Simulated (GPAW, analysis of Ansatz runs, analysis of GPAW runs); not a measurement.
## V on the Ga site in GaAs: charge-transition level, PBE (GPAW)

Aim: the charge-transition level of the V on the Ga site in GaAs, to be set beside the measurement. Set-up: PBE, LCAO dzp, h 0.18, 32-site cell, PBE lattice, k: the single point 1/4 1/4 1/4 then 2x2x2 shifted, dielectric constants 10.9 and 12.9 (handbook). The model is a cell of 32 host atoms with 1 Ga taken out and 1 V put in. The level is the Fermi energy at which two charge states have equal formation energy, after a correction for the images of the charge. An atomic-orbital basis is far cheaper than plane waves.

What was measured. (0/-1) level below the conduction-band bottom: 0.21 eV at 0 K, by Hall effect (extrapolated to 0 K) (quoted in “Transition Metal Impurities in Semiconductors”, 1967, J. W. Allen and G. L. Pearson, quoting earlier work (1964)). The runs below try to reproduce this.

Main program and level: GPAW 26.7.0; GPAW LCAO dzp PAW DFT, PBE; relaxation of all atoms of a defect supercell.

## 1. Starting point

The cell holds 32 atoms: 15 Ga, 1 V and 16 As. Its edges and angles: a = 9.988 Å, b = 9.988 Å, c = 9.988 Å, α = 109.5°, β = 109.5°, γ = 109.5°. It derives from GaAs (space group F-43m). Nearest the centre at fractional (0.250, 0.500, 0.250): V7 at 0.05 Å, As23 at 2.47 Å, As22 at 2.47 Å, As19 at 2.49 Å, As28 at 2.50 Å, Ga12 at 4.03 Å, Ga1 at 4.03 Å, Ga4 at 4.06 Å.

The host's primitive cell comes from a first run (GPAW LCAO dzp PAW DFT, PBE; relaxation of cell and atoms of a defect-free cell): vectors of 4.078, 4.078 and 4.078 Å. That is 23.97 Å³ an atom, 6.1 % over the diffraction cell's volume. The supercell is built on it.

## 2. Relaxation, charge 0

Every later number rests on the structure around the defect, so the atoms are relaxed at the host's lattice first.

The input, run.py:

```python
import numpy as np
from ase.io import read, write
from ase.parallel import parprint, world
from gpaw import GPAW
from ase.optimize import BFGS

atoms = read('POSCAR')
magmoms = np.zeros(len(atoms))
magmoms[[6]] = 2 / 1
atoms.set_initial_magnetic_moments(magmoms)
calc = GPAW(mode='lcao',
            h=0.18,
            basis='dzp',
            xc='PBE',
            kpts=[[0.25, 0.25, 0.25]],
            occupations={'name': 'fermi-dirac', 'width': 0.01, 'fixmagmom': True},
            nbands=78,
            convergence={'density': 1e-05, 'forces': 0.001},
            maxiter=150,
            symmetry='off',
            txt='gpaw.txt')
atoms.calc = calc
opt = BFGS(atoms, trajectory='relax.traj', logfile='-')
done = opt.run(fmax=0.02, steps=80)
parprint('Converged:', done)
energy = atoms.get_potential_energy()
forces = atoms.get_forces()
parprint(f'Energy: {energy:.6f} eV, largest force {np.linalg.norm(forces, axis=1).max():.4f} eV/A')
calc.write('gs.gpw')
write('final.xyz', atoms)
parprint('Moments:', atoms.get_magnetic_moments().round(3))
for s in range(calc.get_number_of_spins()):
    parprint('Levels (eV), spin', s, calc.get_eigenvalues(kpt=0, spin=s)[-16:].round(3))
```

The input, POSCAR:

```
Ga V  Ga As
 1.0000000000000000
    -5.7666910817914703    5.7666910817914712   -5.7666910817914774
     5.7666910817914729    5.7666910817914792    5.7666910817914951
     5.7666910817914765   -5.7666910817914800   -5.7666910817914951
 Ga  V   Ga  As 
   6   1   9  16
Direct
  0.0003022630122998  0.0054379507939296  0.0023049840931999
  0.0014405145784797  0.2537400182481309  0.7477809644270261
  0.0051561688667092  0.5010366733358084  0.5043496886442822
  0.0049161716543616  0.7526227853234785  0.2555000389025287
  0.2500780239878698  0.0053474236119949  0.7518911167980536
  0.2440834092055847  0.2476863801197189  0.4960937110668298
  0.2535889140441381  0.5060909626559820  0.2534783626672977
  0.2472952508735149  0.7532778056054427 -0.0008698665128792
  0.5057113357153140  0.0009336600339646  0.5023858809314307
  0.5007911002439284  0.2460283489539681  0.2461669869659917
  0.5056714663136592  0.5020376418558444  0.0043159073320925
  0.4961212591737924  0.7488847508660058  0.7445372280268914
  0.7553805620213413  0.0008046643048973  0.2536736686518694
  0.7475707309321624  0.2535058097838755  0.0015069374855259
  0.7561127649884207  0.5033207370006841  0.7534384039432046
  0.7513302819555381  0.7552363494591253  0.4998855853590979
 -0.0039547716163488 -0.0007831167967308  0.7447649579292391
  0.0027848691399130  0.2470056504088595  0.4982619109946338
 -0.0017206317909574  0.4942299267108266  0.2487907615531892
 -0.0023095319014981  0.7532825977802599  0.0023245397034528
  0.2450570798964740 -0.0051487412156276  0.4950871192784437
  0.2539137040275654  0.2554197469572151  0.2551577257076308
  0.2519640001978902  0.5050121007657650  0.0051627047601787
  0.2521459298929515  0.7481605169703304  0.7463009365351805
  0.5059672956631596  0.0040423695807150  0.2539054732777182
  0.5036082776331516  0.2504873038856676  0.0052171980084373
  0.4952336534243469  0.4984686769125746  0.7448563228435010
  0.4973105750654878  0.7498654487908261  0.5034101481117733
  0.7462509823205987  0.0002774165962426  0.0022446746810938
  0.7446502137920236  0.2482392969065016  0.7499180829883485
  0.7485835096817390  0.4941401142097797  0.4972127565638895
  0.7464567369371037  0.7439393431112167  0.2462177284663689
```

Launch:

```bash
$ OMP_NUM_THREADS=1 mpirun -n 4 gpaw python run.py > stdout
```

Output:

```text
__  _  _
 | _ |_)|_||  |
 |__||  | ||/\| - 26.7.0

Input parameters:
  mode=LCAO(),
  basis={'default': 'dzp'},
  convergence={'density': 1e-05, 'forces': 0.001},
  h=0.18,
  kpts=KPoints(kpts=array([[0.25, 0.25, 0.25]])),
  maxiter=150,
  nbands=78,
  occupations=Occupations(name='fermi-dirac', width=0.01, fixmagmom=True),
  symmetry=Symmetry(point_group=False, time_reversal=False),
  xc=XC(name='PBE')

                               Ga As

                                     Ga
                           As
                        Ga
                             As As
                              V
                 Ga As         Ga As
                     Ga            Ga
                      Ga As          GaAs
             As            As As
                            Ga
                  As            As
               Ga             Ga Ga
                       As
                     Ga
                         As As
                          Ga

Atoms  # Å, Bohr magnetons
|    | symbol |         x |         y |         z |    initial magnetic moments |
|----|--------|-----------|-----------|-----------|-----------------------------|
|  0 |     Ga |  0.042908 |  0.019810 |  0.016324 | ( 0.0000,  0.0000,  0.0000) |
|  1 |     Ga |  5.767155 | -2.840675 | -2.857289 | ( 0.0000,  0.0000,  0.0000) |
|  2 |     Ga |  5.768019 |  0.010629 | -0.048839 | ( 0.0000,  0.0000,  0.0000) |
|  3 |     Ga |  5.785183 |  2.895103 |  2.838403 | ( 0.0000,  0.0000,  0.0000) |
|  4 |     Ga |  2.924638 | -2.862964 | -5.747210 | ( 0.0000,  0.0000,  0.0000) |
|  5 |     Ga |  2.881596 | -0.024935 | -2.840042 | ( 0.0000,  0.0000,  0.0000) |
|  6 |      V |  2.917833 |  2.919108 | -0.005630 | ( 0.0000,  0.0000,  2.0000) |
|  7 |     Ga |  2.912829 |  5.775012 |  2.922861 | ( 0.0000,  0.0000,  0.0000) |
|  8 |     Ga | -0.013793 |  0.024561 | -5.808001 | ( 0.0000,  0.0000,  0.0000) |
|  9 |     Ga | -0.049569 |  2.887108 | -2.888707 | ( 0.0000,  0.0000,  0.0000) |
| 10 |     Ga |  0.003933 |  5.786259 | -0.045844 | ( 0.0000,  0.0000,  0.0000) |
| 11 |     Ga |  5.751125 |  2.886049 | -2.835907 | ( 0.0000,  0.0000,  0.0000) |
| 12 |     Ga | -2.888548 |  2.897829 | -5.814264 | ( 0.0000,  0.0000,  0.0000) |
| 13 |     Ga | -2.840430 |  5.764209 | -2.857810 | ( 0.0000,  0.0000,  0.0000) |
| 14 |     Ga |  2.887073 |  2.917917 | -5.802620 | ( 0.0000,  0.0000,  0.0000) |
| 15 |     Ga |  2.905211 |  5.805219 | -2.860161 | ( 0.0000,  0.0000,  0.0000) |
| 16 |     As |  4.313119 | -4.322151 | -4.276539 | ( 0.0000,  0.0000,  0.0000) |
| 17 |     As |  4.281668 | -1.432858 | -1.464977 | ( 0.0000,  0.0000,  0.0000) |
| 18 |     As |  4.294693 |  1.405449 |  1.425294 | ( 0.0000,  0.0000,  0.0000) |
| 19 |     As |  4.370671 |  4.317225 |  4.343861 | ( 0.0000,  0.0000,  0.0000) |
| 20 |     As |  1.412155 | -1.471537 | -4.297874 | ( 0.0000,  0.0000,  0.0000) |
| 21 |     As |  1.480101 |  1.465753 | -1.462731 | ( 0.0000,  0.0000,  0.0000) |
| 22 |     As |  1.489022 |  4.335476 |  1.429479 | ( 0.0000,  0.0000,  0.0000) |
| 23 |     As |  7.164050 |  1.464771 | -1.443324 | ( 0.0000,  0.0000,  0.0000) |
| 24 |     As | -1.430252 |  1.476874 | -4.358640 | ( 0.0000,  0.0000,  0.0000) |
| 25 |     As | -1.429584 |  4.318550 | -1.489756 | ( 0.0000,  0.0000,  0.0000) |
| 26 |     As |  4.314012 |  1.435018 | -4.276701 | ( 0.0000,  0.0000,  0.0000) |
| 27 |     As |  4.359417 |  4.289068 | -1.446605 | ( 0.0000,  0.0000,  0.0000) |
| 28 |     As | -4.288855 |  4.292054 | -4.314743 | ( 0.0000,  0.0000,  0.0000) |
| 29 |     As |  1.461898 |  1.401141 | -7.187194 | ( 0.0000,  0.0000,  0.0000) |
| 30 |     As |  1.399976 |  4.299131 | -4.334569 | ( 0.0000,  0.0000,  0.0000) |
| 31 |     As |  1.405345 |  7.174792 | -1.434379 | ( 0.0000,  0.0000,  0.0000) |

Unit cell  # Å
| periodic |         x |         y |         z |  lengths |     angles |
|----------|-----------|-----------|-----------|----------|------------|
|      yes | -5.766691 |  5.766691 | -5.766691 | 9.988202 | 109.471221 |
|      yes |  5.766691 |  5.766691 |  5.766691 | 9.988202 | 109.471221 |
|      yes |  5.766691 | -5.766691 | -5.766691 | 9.988202 | 109.471221 |

Number of symmetries: 1
Symmetry operations  # r_c * U_cc + t_c -> r_c
|   | kind |            matrix            |
|---|------|------------------------------|
| 0 |  E   |  1, 0, 0,  0, 1, 0,  0, 0, 1 |

BZ-sampling:
  Number of BZ points: 1
  Number of IBZ points: 1

K-points  # in reciprocal-cell coordinates
|   |                                coordinates |     weight |
|---|--------------------------------------------|------------|
| 0 | (  0.25000000,   0.25000000,   0.25000000) | 1.00000000 |

basis functions: 432
Spin-components: 2 (collinear spins)
Bands:           78
Projectors:      161
Spin-degeneracy: 1
Datatype:        <class 'complex'>

Density:
  Valence electrons: 138.0
  Components: 2
  Grid points: [44 44 44]
  Charge: 0.0  # |e|

Potential:
  Grid points: [44 44 44]

species:
  Ga:
    name:    Gallium
    Z:       31.0
    valence: 3
    core:    28
    charge:  0.0  # [|e|]
    compensation charges:
      type: gauss
      rc: 0.37  # [Å]
      lmax: 2
    cutoffs:
      filter: 2.06  # [Å]
      core: 4.17  # [Å]
    projectors
    | kind |    occ | energy [eV] | rcut [Å] |
    |------|--------|-------------|----------|
    |   4s |  2.000 |      -8.945 |    1.164 |
    |   4p |  1.000 |      -2.580 |    1.164 |
    |    s |        |      18.266 |    1.164 |
    |    p |        |      24.631 |    1.164 |
    |    d |        |       0.000 |    1.164 |

    LCAO basis set for Ga:
      Name: dzp
      File: <dir>
      Number of radial functions: 5
      Number of spherical harmonics: 13
        l=0, rc=7.2656 Bohr: 4s-sz confined orbital
        l=1, rc=10.3438 Bohr: 4p-sz confined orbital
        l=0, rc=4.1406 Bohr: 4s-dz split-valence wave
        l=1, rc=6.0938 Bohr: 4p-dz split-valence wave
        l=2, rc=10.3438 Bohr: d-type Gaussian polarization
      Number of RI-basis functions 0

  V:
    name:    Vanadium
    Z:       23.0
    valence: 13
    core:    10
    charge:  0.0  # [|e|]
    compensation charges:
      type: gauss
      rc: 0.37  # [Å]
      lmax: 2
    cutoffs:
      filter: 2.14  # [Å]
      core: 0.96  # [Å]
    projectors
    | kind |    occ | energy [eV] | rcut [Å] |
    |------|--------|-------------|----------|
    |   3s |  2.000 |     -70.222 |    1.254 |
    |   4s |  2.000 |      -4.702 |    1.254 |
    |   3p |  6.000 |     -44.043 |    1.281 |
    |   4p |  0.000 |      -1.444 |    1.281 |
[...]
- Maximum integral of absolute [eigenst]ate change: 4e-08 eV^2 / valence electron
maximum number of iterations: 150

SCF iterations
|iter     | |      energy | eigst |  dens |force |  magmom |
|---------|-|-------------|-------|-------|------|---------|
|iter:   1| | -131.103217c|      c|       |      |  +2.0000|
[...]
|iter:   5| | -131.103209c|      c| -4.62 |      |  +2.0000|
|iter:   6| | -131.103209c|      c| -4.70 |      |  +2.0000|
|iter:   7| | -131.103209c|      c| -5.00 |      |  +2.0000|
|iter:   8| | -131.103209c|      c| -5.45c|-1.83 |  +2.0000|
|iter:   9| | -131.103209c|      c| -5.93c|-4.36c|  +2.0000|

Converged in 9 steps
SCF loop duration: 60.176 s (6.686 s/step)
Energy contributions relative to reference atoms: (reference = -1803138.146099)

Energy contributions:
  Kinetic:         408.782553
  Coulomb:        -367.532902
  Zero:              0.778419
  External:          0.000000
  Xc:             -173.131278
  Entropy:          -0.000000
  Spinorbit:         0.000000
  ----------------------------
  Free energy:    -131.103209
  Extrapolated:   -131.103209

dipole moment: (-134.279255, -134.531238, 15.999868)  # |e|*Ang

Total magnetic moment: (0.000000, 0.000000, 2.000005)

Local magnetic moments
|        x |        y |         z |
|----------|----------|-----------|
[...]
Fermi levels: 4.897, 4.094
Eigenvalues  # (at kpt = [0.250, 0.250, 0.250])
| band index |      eig [eV] | occ [0-1] |      eig [eV] | occ [0-1] |
|------------|---------------|-----------|---------------|-----------|
[...]
|        ... |               |           |               |           |
[...]
Gap: 1.199 eV
Transition (v -> c):
  (s=0, k=0, n=69, [0.25, 0.25, 0.25]) -> (s=0, k=0, n=70, [0.25, 0.25, 0.25])
No difference between direct/indirect transitions

Forces  # eV/Ang
|        x |        y |        z |
|----------|----------|----------|
[...]
Ga As

                                     Ga
                           As
                        Ga
                             As As
                             V
                 Ga As         Ga As
                     Ga  As        Ga  As
                      Ga             Ga
             As            As As
                            Ga
                  As            As
               Ga            Ga  Ga
                       As
                     Ga
                         As As
                          Ga

Atoms  # Å, Bohr magnetons
|    | symbol |         x |         y |         z |    initial magnetic moments |
|----|--------|-----------|-----------|-----------|-----------------------------|
[...]
|  6 |      V |  2.886410 |  2.889572 | -0.001507 | ( 0.0000,  0.0000,  1.7256) |
[...]
|  8 |     Ga |  0.006578 |  0.004285 | -5.776777 | ( 0.0000,  0.0000,  0.0065) |
|  9 |     Ga |  0.004050 |  2.882004 | -2.885485 | ( 0.0000,  0.0000,  0.0065) |
| 10 |     Ga |  0.006610 |  5.769705 |  0.007068 | ( 0.0000,  0.0000,  0.0066) |
| 11 |     Ga |  5.772832 |  2.892025 | -2.883998 | ( 0.0000,  0.0000,  0.0064) |
| 12 |     Ga | -2.879700 |  2.885532 | -5.768010 | ( 0.0000,  0.0000,  0.0007) |
| 13 |     Ga | -2.871622 |  5.766311 | -2.881702 | ( 0.0000,  0.0000,  0.0065) |
| 14 |     Ga |  2.891228 |  2.886514 | -5.767028 | ( 0.0000,  0.0000,  0.0008) |
| 15 |     Ga |  2.893124 |  5.769747 | -2.884807 | ( 0.0000,  0.0000,  0.0065) |
[...]
| 24 |     As | -1.438511 |  1.445194 | -4.330307 | ( 0.0000,  0.0000, -0.0008) |
| 25 |     As | -1.436539 |  4.323757 | -1.437380 | ( 0.0000,  0.0000, -0.0008) |
| 26 |     As |  4.327930 |  1.446578 | -4.324509 | ( 0.0000,  0.0000, -0.0007) |
| 27 |     As |  4.310832 |  4.308637 | -1.424257 | ( 0.0000,  0.0000, -0.0340) |
| 28 |     As | -4.317455 |  4.327255 | -4.328442 | ( 0.0000,  0.0000, -0.0008) |
| 29 |     As |  1.450963 |  1.448109 | -7.209449 | ( 0.0000,  0.0000, -0.0007) |
| 30 |     As |  1.448855 |  4.325332 | -4.327068 | ( 0.0000,  0.0000, -0.0007) |
| 31 |     As |  1.447285 |  7.211278 | -1.440946 | ( 0.0000,  0.0000, -0.0007) |

Unit cell  # Å
| periodic |         x |         y |         z |  lengths |     angles |
|----------|-----------|-----------|-----------|----------|------------|
|      yes | -5.766691 |  5.766691 | -5.766691 | 9.988202 | 109.471221 |
|      yes |  5.766691 |  5.766691 |  5.766691 | 9.988202 | 109.471221 |
|      yes |  5.766691 | -5.766691 | -5.766691 | 9.988202 | 109.471221 |

Initialization done in: 2.448 s

convergence criteria:
- Maximum integral of absolute [dens]ity change: 1e-05 electrons / valence electron
- Maximum change in the atomic [forces] across last 2 cycles: 0.001 eV/Ang OR
Maximum error relative to the maximum force is below inf
- Maximum [total energy] change in last 3 cyles: 0.0005 eV / valence electron
- Maximum integral of absolute [eigenst]ate change: 4e-08 eV^2 / valence electron
maximum number of iterations: 150

SCF iterations
|iter     | |      energy | eigst |  dens |force |  magmom |
|---------|-|-------------|-------|-------|------|---------|
|iter:   1| | -131.103292c|      c|       |      |  +2.0000|
|iter:   2| | -131.103291c|      c| -4.05 |      |  +2.0000|
|iter:   3| | -131.103288c|      c| -4.09 |      |  +2.0000|
|iter:   4| | -131.103288c|      c| -4.41 |      |  +2.0000|
|iter:   5| | -131.103288c|      c| -4.63 |      |  +2.0000|
|iter:   6| | -131.103288c|      c| -4.82 |      |  +2.0000|
|iter:   7| | -131.103288c|      c| -5.17c|-1.98 |  +2.0000|
|iter:   8| | -131.103288c|      c| -5.55c|-4.02c|  +2.0000|

Converged in 8 steps
SCF loop duration: 55.179 s (6.897 s/step)
Energy contributions relative to reference atoms: (reference = -1803138.146099)

Energy contributions:
  Kinetic:         408.777029
  Coulomb:        -367.528341
  Zero:              0.778405
  External:          0.000000
  Xc:             -173.130381
  Entropy:          -0.000000
  Spinorbit:         0.000000
  ----------------------------
  Free energy:    -131.103288
  Extrapolated:   -131.103288

dipole moment: (-134.270971, -134.517404, 16.000919)  # |e|*Ang

Total magnetic moment: (0.000000, 0.000000, 2.000006)

Local magnetic moments
|        x |        y |         z |
|----------|----------|-----------|
[...]
Fermi levels: 4.897, 4.094
Eigenvalues  # (at kpt = [0.250, 0.250, 0.250])
| band index |      eig [eV] | occ [0-1] |      eig [eV] | occ [0-1] |
|------------|---------------|-----------|---------------|-----------|
[...]
|        ... |               |           |               |           |
[...]
|         70 |         5.554 |     0.000 |         5.725 |     0.000 |
|         71 |         5.556 |     0.000 |         5.798 |     0.000 |
|         72 |         5.559 |     0.000 |         5.799 |     0.000 |
|         73 |         5.812 |     0.000 |         6.002 |     0.000 |
|         74 |         5.812 |     0.000 |         6.193 |     0.000 |
|         75 |         5.814 |     0.000 |         6.194 |     0.000 |
|         76 |         5.984 |     0.000 |         6.195 |     0.000 |
|         77 |         6.674 |     0.000 |         6.677 |     0.000 |

Gap: 1.199 eV
Transition (v -> c):
  (s=0, k=0, n=69, [0.25, 0.25, 0.25]) -> (s=0, k=0, n=70, [0.25, 0.25, 0.25])
No difference between direct/indirect transitions

Forces  # eV/Ang
|        x |        y |        z |
|----------|----------|----------|
[...]
| -0.00316 |  0.00337 |  0.00259 |  # As  24
| -0.00152 |  0.00531 |  0.00197 |  # As  25
| -0.00461 |  0.00085 | -0.00573 |  # As  26
| -0.00309 |  0.00621 |  0.00196 |  # As  27
| -0.00354 |  0.00192 |  0.00143 |  # As  28
| -0.00058 | -0.00212 |  0.00466 |  # As  29
| -0.00093 |  0.00100 | -0.00248 |  # As  30
|  0.00336 |  0.00296 |  0.00329 |  # As  31

# Writing to gs.gpw (mode='')
```

Elapsed: 20 min, on 4 MPI ranks of Arm Neoverse V2, shared host; peak memory 2.9 GiB; 79 min of CPU time.

(Continued in part 2 of 4.)

[Logs are printed without paths, hosts, clocks, repeated set-up lines and the standing remarks that a program may print on its own settings, such as how far it seeks lower states.]

[Hosts, paths, dates, database ids (printed as entryN), source tags and the programs' standing remarks are cut or masked in the printed files.]

[For some hosts the program warned that the k-mesh of the response run may be too coarse for force constants and the static dielectric constant; such warnings are not shown here.]
